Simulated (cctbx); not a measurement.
**A crystallographic session in cctbx: Hf4Cu3O12**

Library: cctbx 2025.11.

## 1. Energy scan

run.py:

```python
from cctbx import adptbx, crystal, miller, xray
from cctbx.array_family import flex
from cctbx.eltbx import sasaki

cs = crystal.symmetry(unit_cell=(7.113, 7.113, 7.113, 90, 90, 90), space_group_symbol='Hall: -I 2 2 3')  # Im-3
atoms = [  # label, site, U (iso, or U11 U22 U33 U12 U13 U23 in A^2), occupancy
    ("Hf1", (0.75, 0.25, 0.25), (0.0391, 0.0391, 0.0391, 0.0025, 0.0025, -0.0025), 1),
    ("Cu1", (0.5, 0, 0), (0.0236, 0.0159, 0.0257, 0.0000, 0.0000, 0.0000), 1),
    ("O1", (0.5, 0.3306, 0.1677), (0.0490, 0.0468, 0.0424, 0.0000, 0.0000, -0.0003), 1),
]
xs = xray.structure(crystal_symmetry=cs)
for label, site, u, occ in atoms:
    u = adptbx.u_cif_as_u_star(cs.unit_cell(), u) if isinstance(u, tuple) else u
    xs.add_scatterer(xray.scatterer(label, site=site, u=u, occupancy=occ))
hkl = [(0, 4, 2), (1, 4, 1), (1, 3, 0), (0, 2, 2)]
ms = miller.set(cs, flex.miller_index(hkl + [tuple(-v for v in h) for h in hkl]), anomalous_flag=True)
print("E (eV)    f'(Cu)   f''   " + "".join("%16s" % ("|F|" + " ".join(map(str, h))) for h in hkl))
for e in [8379, 8729, 8859, 8919, 8949, 8964, 8971, 8975, 8983, 8987, 8994, 9009, 9039, 9129, 9379]:
    xs.set_inelastic_form_factors(12398.42 / e, "sasaki")
    t = sasaki.table("Cu").at_ev(e)
    f = flex.abs(ms.structure_factors_from_scatterers(xs, algorithm="direct").f_calc().data())
    n = len(hkl)
    print("%7.0f %7.2f %6.2f  " % (e, t.fp(), t.fdp()) + "".join("%9.1f/%6.1f" % (f[k], f[k + n]) for k in range(n)))
```

```console
$ python run.py
```

```text
E (eV)    f'(Cu)   f''           |F|0 4 2        |F|1 4 1        |F|1 3 0        |F|0 2 2
   8379   -2.41   0.55      203.6/ 203.6     37.5/  37.5     71.3/  71.3    469.7/ 469.7
   8729   -3.23   0.51      203.1/ 203.1     36.1/  36.1     69.7/  69.7    459.6/ 459.6
   8859   -3.97   0.50      204.6/ 204.6     34.8/  34.8     68.4/  68.4    452.9/ 452.9
   8919   -4.67   0.49      207.0/ 207.0     33.5/  33.5     67.0/  67.0    447.6/ 447.6
   8949   -5.39   0.49      210.0/ 210.0     32.3/  32.3     65.7/  65.7    442.8/ 442.8
   8964   -6.11   0.48      213.3/ 213.3     31.0/  31.0     64.3/  64.3    438.4/ 438.4
   8971   -6.76   0.48      216.4/ 216.4     29.9/  29.9     63.1/  63.1    434.6/ 434.6
   8975   -7.45   0.48      219.8/ 219.8     28.7/  28.7     61.8/  61.8    430.7/ 430.7
   8983   -7.70   3.90      219.9/ 219.9     29.0/  29.0     61.8/  61.8    430.9/ 430.9
   8987   -6.87   3.90      215.6/ 215.6     30.5/  30.5     63.3/  63.3    435.4/ 435.4
   8994   -6.15   3.89      211.8/ 211.8     31.7/  31.7     64.7/  64.7    439.3/ 439.3
   9009   -5.36   3.88      207.4/ 207.4     33.0/  33.0     66.1/  66.1    443.2/ 443.2
   9039   -4.58   3.85      202.8/ 202.8     34.4/  34.4     67.6/  67.6    446.7/ 446.7
   9129   -3.54   3.78      195.2/ 195.2     36.1/  36.1     69.6/  69.6    449.7/ 449.7
   9379   -2.38   3.59      178.7/ 178.7     38.1/  38.1     71.8/  71.8    443.2/ 443.2
```

It took 0.42 s on 1 thread of Arm Neoverse N1, with other jobs on the host, peak memory 0.07 GiB.

[Logs are printed without paths, hosts, clocks, repeated set-up lines and the standing remarks that a program may print on its own settings, such as how far it seeks lower states.]
